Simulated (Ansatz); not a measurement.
**(MgO)2(TiC)2 [001] superlattice, started as rocksalt type: from the cell to its phonons**

How does (MgO)2(TiC)2 [001] superlattice, started as rocksalt type vibrate, and is this structure a minimum?

Main program and level: Ansatz 0.2.0; DFT LDA, scalar-relativistic, plane waves, PAW.

The structure was built from a prototype and need not be the compound's stable phase.

## Step 1: Starting point

The structure is tetragonal, space group P4/nmm (No. 129). The conventional cell has a = 3.019 Å, b = 3.019 Å, c = 8.540 Å, α = 90.00°, β = 90.00°, γ = 90.00°. Nearest to C lie 5 Ti at 2.13 Å and 1 Mg at 2.13 Å. Nearest to Mg lie 5 O at 2.13 Å and 1 C at 2.13 Å. O has 5 Mg at 2.13 Å and 1 Ti at 2.13 Å nearest. Nearest to Ti lie 1 O at 2.13 Å and 5 C at 2.13 Å. Farther neighbours and most contacts between anions are not listed.

## Step 2: Coarse relaxation

A rough relaxation comes first, because large forces or stress need no tight tolerances yet.

input.yaml

```yaml
crystal:
  lattice:
    - [2.135, 2.135, 0.0]
    - [-2.135, 2.135, 0.0]
    - [0.0, 0.0, 8.54]
  atoms:
    - { symbol: C, position: [0.5, 0.5, 0.5] }
    - { symbol: C, position: [0.0, 0.0, 0.75] }
    - { symbol: Mg, position: [0.0, 0.0, 0.0] }
    - { symbol: Mg, position: [0.5, 0.5, 0.25] }
    - { symbol: O, position: [0.5, 0.5, 0.0] }
    - { symbol: O, position: [0.0, 0.0, 0.25] }
    - { symbol: Ti, position: [0.0, 0.0, 0.5] }
    - { symbol: Ti, position: [0.5, 0.5, 0.75] }
kpoints:
  mp_grid: { grid: [6, 6, 4] }
hamiltonian:
  xc: lda
scf:
  occupations: { method: gaussian, width: 0.1 }
output:
  forces: true
  stress: true
  eigenvalues: true
relax:
  adjacent_minimum: "off"
  f_tol: 0.05
  max_steps: 80
  cell: { stress_tol: 0.5 }
```

The run is started by

```console
ansatz run input.yaml --threads 8 --pin off --max-ram 14336MiB --backend cpu --events-out ev --progress --plain --runs-dir out
```

Numbers of over 12 decimals in the logs are rounded to 6 here.

What it wrote:

```text
The last accepted step is kept in <dir> (removed where the run ends without a failure and the disk answers)
Engine: ansatz 0.2.0, aarch64-unknown-linux-gnu
Pseudopotentials: kind: paw
Pseudopotential: C, paw, valence charge 4, recommended cutoff 420 eV (normal), C.paw.azcp
Pseudopotential: Mg, paw, valence charge 10, recommended cutoff 420 eV (normal), Mg.paw.azcp
[...]
- [2.103060, 2.103060, 0.0]
    - [-2.103060, 2.103060, 0.0]
    - [0.0, 0.0, 8.622363]
  atoms:
    - { symbol: C, position: [0.5, 0.5, 0.502680] }
    - { symbol: C, position: [0, 0, 0.747320] }
    - { symbol: Mg, position: [0, 0, 0.0047189] }
    - { symbol: Mg, position: [0.5, 0.5, 0.245281] }
    - { symbol: O, position: [0.5, 0.5, 0.00529565] }
    - { symbol: O, position: [0, 0, 0.244704] }
    - { symbol: Ti, position: [0, 0, 0.501291] }
    - { symbol: Ti, position: [0.5, 0.5, 0.748709] }
[key lines of the parts left out:]
SCF converged after 6 iterations
Free energy (F): -10309.333308 eV
Fermi energy:    12.812925 eV
P = ⅓ Tr σ = -0.3497 GPa (-3.497 kbar)
```

Elapsed: 4 s, on 8 threads of Arm Neoverse V2, shared host; peak memory 0.54 GiB.

This run has no spin polarisation, although Ti can carry a moment.

Step by step:

```
step  energy less that of the first step (eV)  largest force component (eV/Å)  pressure (GPa)  volume (Å³)
   1                                   0.0000                          0.6398           -4.71        77.85
   2                                  -0.0918                          0.4640           -1.75        76.72
   3                                  -0.1356                          0.0568            0.87        75.89
   4                                  -0.1358                          0.0333           -0.23        76.27
  5*                                  -0.1310                          0.0333           -0.35        76.27
```

Relaxation steps marked * repeat the geometry before them on a plane-wave basis chosen anew for their cell, so energy and pressure can jump there.

The run keeps the 16 symmetry operations that it works with, so distortions that break them were not tested.

```
conventional cell, symmetrised  before  after  change
                         a (Å)   3.019  2.974  -1.5 %
                         b (Å)   3.019  2.974  -1.5 %
                         c (Å)   8.540  8.622  +1.0 %
              volume (Å³/atom)    9.73   9.53  -2.0 %
```

The atoms that moved most (Å, as changes of fractional coordinates times the final cell):

```
atom     dx     dy      dz  length
  O6  0.000  0.000  -0.046   0.046
  O5  0.000  0.000   0.046   0.046
 Mg4  0.000  0.000  -0.041   0.041
 Mg3  0.000  0.000   0.041   0.041
  C1  0.000  0.000   0.023   0.023
  C2  0.000  0.000  -0.023   0.023
 Ti7  0.000  0.000   0.011   0.011
 Ti8  0.000  0.000  -0.011   0.011
```

Numbers from this step:

```yaml
pressure: -0.3497 GPa
volume_per_atom: 9.534 Å³
gap_on_the_k_mesh: 0 eV
```

In this step the volume went from 9.73 to 9.53 Å³/atom.

## Step 3: Bringing the structure to rest

The cell and atoms are relaxed, since residual forces and stress would shift the frequencies.

input.yaml

```yaml
crystal:
  lattice:
    - [2.1030599104, 2.1030599104, 0.0]
    - [-2.1030599104, 2.1030599104, 0.0]
    - [0.0, 0.0, 8.622362938]
  atoms:
    - { symbol: C, position: [0.5, 0.5, 0.5026799976] }
    - { symbol: C, position: [0.0, 0.0, 0.7473200024] }
    - { symbol: Mg, position: [0.0, 0.0, 0.0047189007] }
    - { symbol: Mg, position: [0.5, 0.5, 0.2452810993] }
    - { symbol: O, position: [0.5, 0.5, 0.0052956507] }
    - { symbol: O, position: [0.0, 0.0, 0.2447043493] }
    - { symbol: Ti, position: [0.0, 0.0, 0.5012911451] }
    - { symbol: Ti, position: [0.5, 0.5, 0.7487088549] }
kpoints:
  mp_grid: { grid: [12, 12, 4] }
hamiltonian:
  xc: lda
scf:
  occupations: { method: gaussian, width: 0.1 }
output:
  forces: true
  stress: true
  eigenvalues: true
  write_density: true
  write_potential: true
  elf: true
  volumetric_format: npy
relax:
  adjacent_minimum: "off"
  f_tol: 0.005
  max_steps: 80
  cell: { stress_tol: 0.05 }
```

What it wrote:

```text
[...]
Crystal: 8 atoms, lattice volume = 76.271 Å³
Basis set: ecut = 420 eV, 1449 PW (Γ)
Bands: 40, of which v1, the nominal top of the filled ones, is band 32 counted from 1 (31 counted from 0)
Symmetry: 16 space group operations
[...]
k-points: 84 of 576
[...]
SCF iter   1: F=—  HF=-10309.370106 eV  |F-HF|=—  |Δ(HF+E_count)|=         —  Δρ=1.44e-2  dr2=1.41e-1  ethr=1.77e-3  ⟨swp⟩=6.0  Hψ=13083  notcnv=0  defer=1
[...]
SCF iter   9: F=-10309.327061 eV  HF=-10309.327061 eV  |F-HF|=6.41e-9  |Δ(HF+E_count)|=   6.36e-8  Δρ=3.09e-6  dr2=9.27e-9  ethr=1.56e-10  ⟨swp⟩=12.4  Hψ=21446  notcnv=0
SCF 1 converged in 9 iterations: F = -10309.327061 eV  dr2 = 9.27e-9
[...]
relax step   1: F+E_penalty+E_count = -10309.32706076 eV  Δ(F+E_penalty+E_count) = +0.000e0 eV  max|allowed force component| = 1.951e-2 eV/Å  Δτ_max = 0.0000 Å  P = -0.300 GPa  Ω = 76.271 Å³  (9 SCF iters, dr2 threshold 1.00e-7 eV, accepted)
Crystal: 8 atoms, lattice volume = 76.204 Å³
[...]
SCF iter   6: F=-10309.327446 eV  HF=-10309.327446 eV  |F-HF|=2.93e-9  |Δ(HF+E_count)|=   2.10e-8  Δρ=2.76e-6  dr2=4.46e-9  ethr=1.25e-10  ⟨swp⟩=6.1  Hψ=20701  notcnv=0
SCF 2 converged in 6 iterations: F = -10309.327446 eV  dr2 = 4.46e-9
relax step   2: F+E_penalty+E_count = -10309.32744649 eV  Δ(F+E_penalty+E_count) = -3.857e-4 eV  max|allowed force component| = 1.001e-2 eV/Å  Δτ_max = 0.0008 Å  P = -0.101 GPa  Ω = 76.204 Å³  energy of the carried Pulay correction = +2.544e-4 eV  (6 SCF iters, dr2 threshold 4.06e-7 eV, accepted)
Crystal: 8 atoms, lattice volume = 76.161 Å³
[...]
SCF iter   6: F=-10309.327653 eV  HF=-10309.327653 eV  |F-HF|=1.65e-8  |Δ(HF+E_count)|=   6.10e-8  Δρ=2.68e-6  dr2=1.89e-8  ethr=1.19e-10  ⟨swp⟩=8.2  Hψ=19200  notcnv=0
SCF 3 converged in 6 iterations: F = -10309.327653 eV  dr2 = 1.89e-8
relax step   3: F+E_penalty+E_count = -10309.32765263 eV  Δ(F+E_penalty+E_count) = -2.061e-4 eV  max|allowed force component| = 3.643e-3 eV/Å  Δτ_max = 0.0006 Å  P = +0.017 GPa  Ω = 76.161 Å³  energy of the carried Pulay correction = +4.171e-4 eV  (6 SCF iters, dr2 threshold 7.64e-8 eV, accepted)
[...]
SCF iter   6: F=-10309.327250 eV  HF=-10309.327250 eV  |F-HF|=4.00e-11  |Δ(HF+E_count)|=  5.09e-11  Δρ=1.12e-7  dr2=4.84e-11  ethr=1.00e-12  ⟨swp⟩=6.0  Hψ=14368  notcnv=0
SCF 4 converged in 6 iterations: F = -10309.327250 eV  dr2 = 4.84e-11
relax step   4: F+E_penalty+E_count = -10309.32725022 eV  Δ(F+E_penalty+E_count) = +4.024e-4 eV  max|allowed force component| = 3.673e-3 eV/Å  Δτ_max = 0.0000 Å  P = +0.009 GPa  Ω = 76.161 Å³  stress off target by 4.94e-2 GPa  SCF on the basis re-selected at this cell (its energy is not comparable with the rows above)  (6 SCF iters)
[...]
SCF converged after 6 iterations
Free energy (F): -10309.327250 eV
[...]
Internal energy: -10309.323935 eV  (E = F + TS)
E sigma→0 (E₀):  -10309.325593 eV
Entropy (-TS):   -0.003315 eV (-0.414 meV/atom)
Fermi energy:    12.895257 eV
[...]
--- Forces (eV/Å), atoms counted from 1 ---
  atom   1  C      0.00000000    -0.00000000    -0.00311668
  atom   2  C      0.00000000    -0.00000000     0.00311668
  atom   3  Mg     0.00000000     0.00000000    -0.00367338
  atom   4  Mg     0.00000000     0.00000000     0.00367338
  atom   5  O      0.00000000     0.00000000    -0.00134828
  atom   6  O      0.00000000     0.00000000     0.00134828
  atom   7  Ti     0.00000000     0.00000000     0.00277794
  atom   8  Ti     0.00000000     0.00000000    -0.00277794
  max |Σ_I F_I| component: 4.34e-19 eV/Å
--- Stress (GPa, compression-positive) ---
       -0.011328       0.000000       0.000000
       -0.000000      -0.011328       0.000000
        0.000000       0.000000       0.049411
  P = ⅓ Tr σ = 0.0089 GPa (0.089 kbar)
--- Band table (eV; the first three rows and the last of 84) ---
  k-point 0: bands = [... 28 lower, 12.2834, 12.6262, 12.8600, 12.8600, 13.9712, 13.9712, 14.8081, 14.9487, ... 4 higher]
  k-point 1: bands = [... 28 lower, 11.7931, 12.6242, 12.8608, 12.8608, 13.9505, 13.9505, 14.9487, 15.0009, ... 4 higher]
  k-point 2: bands = [... 28 lower, 11.4402, 12.6222, 12.8616, 12.8616, 13.9308, 13.9308, 14.9487, 15.0292, ... 4 higher]
  k-point 83: bands = [... 28 lower, 11.4477, 11.4477, 11.5212, 11.5212, 12.9686, 12.9686, 15.5170, 15.5170, ... 4 higher]
--- Relaxed structure (3 steps of the walk, 3 accepted, 1 SCFs on fresh bases) ---
[...]
cell:  # Å, volume = 76.1606 Å³
    - [2.101577, 2.101577, 0.0]
    - [-2.101577, 2.101577, 0.0]
    - [0.0, 0.0, 8.622037]
  atoms:
    - { symbol: C, position: [0.5, 0.5, 0.502552] }
    - { symbol: C, position: [0, 0, 0.747448] }
    - { symbol: Mg, position: [0, 0, 0.00471694] }
    - { symbol: Mg, position: [0.5, 0.5, 0.245283] }
    - { symbol: O, position: [0.5, 0.5, 0.00519029] }
    - { symbol: O, position: [0, 0, 0.244810] }
    - { symbol: Ti, position: [0, 0, 0.501217] }
    - { symbol: Ti, position: [0.5, 0.5, 0.748783] }
```

It took 7.1 s on 8 threads; peak memory 0.62 GiB; 51 s of CPU time.

Little changed from the start: no atom moved by 0.005 Å and no cell edge by 0.1 %.

This step gave:

* pressure: 0.008918 GPa
* volume per atom: 9.520 Å³

ELF in the ac plane at fractional y = 0.000, with atoms of C and Mg and O and Ti within 0.2 Å of it. It is the smooth field of the valence electrons, not physical close to the nuclei.

Values, 24 rows by 15 columns, each cell a mean:
```
0.35 0.38 0.39 0.22 0.04 0.03 0.06 0.08 0.08 0.06 0.03 0.04 0.22 0.39 0.38
0.22 0.20 0.12 0.06 0.05 0.06 0.07 0.07 0.07 0.07 0.06 0.05 0.06 0.12 0.20
0.35 0.36 0.37 0.36 0.30 0.21 0.15 0.11 0.11 0.15 0.21 0.30 0.36 0.37 0.36
0.79 0.79 0.78 0.74 0.65 0.49 0.31 0.22 0.22 0.31 0.49 0.65 0.74 0.78 0.79
0.59 0.66 0.76 0.81 0.77 0.64 0.44 0.30 0.30 0.44 0.64 0.77 0.81 0.76 0.66
0.06 0.19 0.56 0.78 0.79 0.68 0.47 0.30 0.30 0.47 0.68 0.79 0.78 0.56 0.19
0.24 0.38 0.65 0.78 0.78 0.65 0.43 0.27 0.27 0.43 0.65 0.78 0.78 0.65 0.38
0.73 0.75 0.77 0.76 0.68 0.52 0.32 0.22 0.22 0.32 0.52 0.68 0.76 0.77 0.75
0.47 0.46 0.44 0.41 0.35 0.27 0.20 0.17 0.17 0.20 0.27 0.35 0.41 0.44 0.46
0.42 0.38 0.27 0.15 0.09 0.10 0.14 0.18 0.18 0.14 0.10 0.09 0.15 0.27 0.38
0.51 0.56 0.58 0.42 0.17 0.08 0.13 0.22 0.22 0.13 0.08 0.17 0.42 0.58 0.56
0.03 0.15 0.52 0.62 0.34 0.12 0.15 0.25 0.25 0.15 0.12 0.34 0.62 0.52 0.15
0.30 0.42 0.59 0.55 0.27 0.11 0.16 0.27 0.27 0.16 0.11 0.27 0.55 0.59 0.42
0.62 0.58 0.44 0.23 0.09 0.08 0.15 0.24 0.24 0.15 0.08 0.09 0.23 0.44 0.58
0.22 0.20 0.15 0.10 0.07 0.08 0.11 0.14 0.14 0.11 0.08 0.07 0.10 0.15 0.20
0.61 0.59 0.54 0.44 0.30 0.17 0.10 0.08 0.08 0.10 0.17 0.30 0.44 0.54 0.59
0.76 0.78 0.81 0.77 0.64 0.41 0.17 0.08 0.08 0.17 0.41 0.64 0.77 0.81 0.78
0.33 0.50 0.75 0.82 0.78 0.59 0.26 0.10 0.10 0.26 0.59 0.78 0.82 0.75 0.50
0.48 0.60 0.78 0.82 0.77 0.58 0.26 0.10 0.10 0.26 0.58 0.77 0.82 0.78 0.60
0.80 0.80 0.80 0.74 0.61 0.39 0.17 0.08 0.08 0.17 0.39 0.61 0.74 0.80 0.80
0.50 0.49 0.46 0.39 0.27 0.15 0.08 0.06 0.06 0.08 0.15 0.27 0.39 0.46 0.49
0.16 0.15 0.10 0.06 0.05 0.05 0.06 0.06 0.06 0.06 0.05 0.05 0.06 0.10 0.15
0.37 0.38 0.34 0.17 0.04 0.03 0.07 0.08 0.08 0.07 0.03 0.04 0.17 0.34 0.38
0.20 0.27 0.41 0.34 0.08 0.03 0.07 0.08 0.08 0.07 0.03 0.08 0.34 0.41 0.27
```
Columns run along a (3.0 Å), rows up along c (8.6 Å). Atoms in or near the plane, at fractional coordinates: C at (0.00, 0.75), Mg at (0.00, 0.00), O at (0.00, 0.24), Ti at (0.00, 0.50).

Valence density in the ac plane at fractional y = 0.000, with atoms of C and Mg and O and Ti within 0.2 Å of it. It is the smooth field of the valence electrons, not physical close to the nuclei.

Ten steps, logarithmic in the rise over the least value, from '_' (0 e/Å³) to '@' (29 e/Å³), each cell a mean:
```
%%##++::________________::++##
----..____________________..--
......____________________....
::::::....____________....::::
------::::....____....::::----
====----::............::----==
====----::....____....::----==
----::::....________....::::--
::::......____________......::
----::....____________....::--
****++--::..________..::--++**
####**++--....____....--++**##
####**==::..________..::==**##
++==--::..____________..::--==
::....____________________....
::::::..________________..::::
++++==::..____________..::==++
****++==::..________..::==++**
****++--::..________..::--++**
====--::..____________..::--==
::......________________......
::::..____________________..::
####++::________________::++##
@@@@##==..____________..==##@@
```
Columns run along a (3.0 Å), rows up along c (8.6 Å). Atoms in or near the plane, at fractional coordinates: C at (0.00, 0.75), Mg at (0.00, 0.00), O at (0.00, 0.24), Ti at (0.00, 0.50).

Electrostatic potential energy in the ac plane at fractional y = 0.000, with atoms of C and Mg and O and Ti within 0.2 Å of it. With pseudopotentials it is smooth inside the atoms' cores, unlike the true potential.

Ten even steps from '_' (-52 eV) to '@' (15 eV), each cell a mean:
```
____::**%%@@@@@@@@@@@@%%**::__
++**##%%@@@@@@@@@@@@@@@@%%##**
%%@@@@@@@@@@@@@@@@@@@@@@@@@@@@
%%%%@@@@@@@@@@@@@@@@@@@@@@@@%%
--==**%%@@@@@@@@@@@@@@@@%%**==
____::**@@@@@@@@@@@@@@@@**::__
__..--##@@@@@@@@@@@@@@@@##--..
****%%@@@@@@@@@@@@@@@@@@@@%%**
%%%%@@@@@@@@@@@@@@@@@@@@@@@@%%
****##%%@@@@@@@@@@@@@@@@%%##**
======++##%%@@@@@@@@%%##++====
----====**%%@@@@@@@@%%**====--
----==++**%%@@@@@@@@%%**++==--
++++++##%%@@@@@@@@@@@@%%##++++
%%%%%%@@@@@@@@@@@@@@@@@@@@%%%%
%%@@@@@@@@@@@@@@@@@@@@@@@@@@@@
==++**@@@@@@@@@@@@@@@@@@@@**++
__::--**@@@@@@@@@@@@@@@@**--::
..::==##@@@@@@@@@@@@@@@@##==::
****%%@@@@@@@@@@@@@@@@@@@@%%**
@@@@@@@@@@@@@@@@@@@@@@@@@@@@@@
**##%%%%@@@@@@@@@@@@@@@@%%%%##
....==**%%@@@@@@@@@@@@%%**==..
______==##@@@@@@@@@@@@##==____
```
Columns run along a (3.0 Å; values clipped at the 3rd and 97th percentile), rows up along c (8.6 Å). Atoms in or near the plane, at fractional coordinates: C at (0.00, 0.75), Mg at (0.00, 0.00), O at (0.00, 0.24), Ti at (0.00, 0.50).

In this step the volume went from 9.53 to 9.52 Å³/atom.

(Continued in part 2 of 2.)

[Logs are printed without paths, hosts, clocks, repeated set-up lines and the standing remarks that a program may print on its own settings, such as how far it seeks lower states.]

[Hosts, paths, dates, database ids (printed as entryN), source tags and the programs' standing remarks are cut or masked in the printed files.]
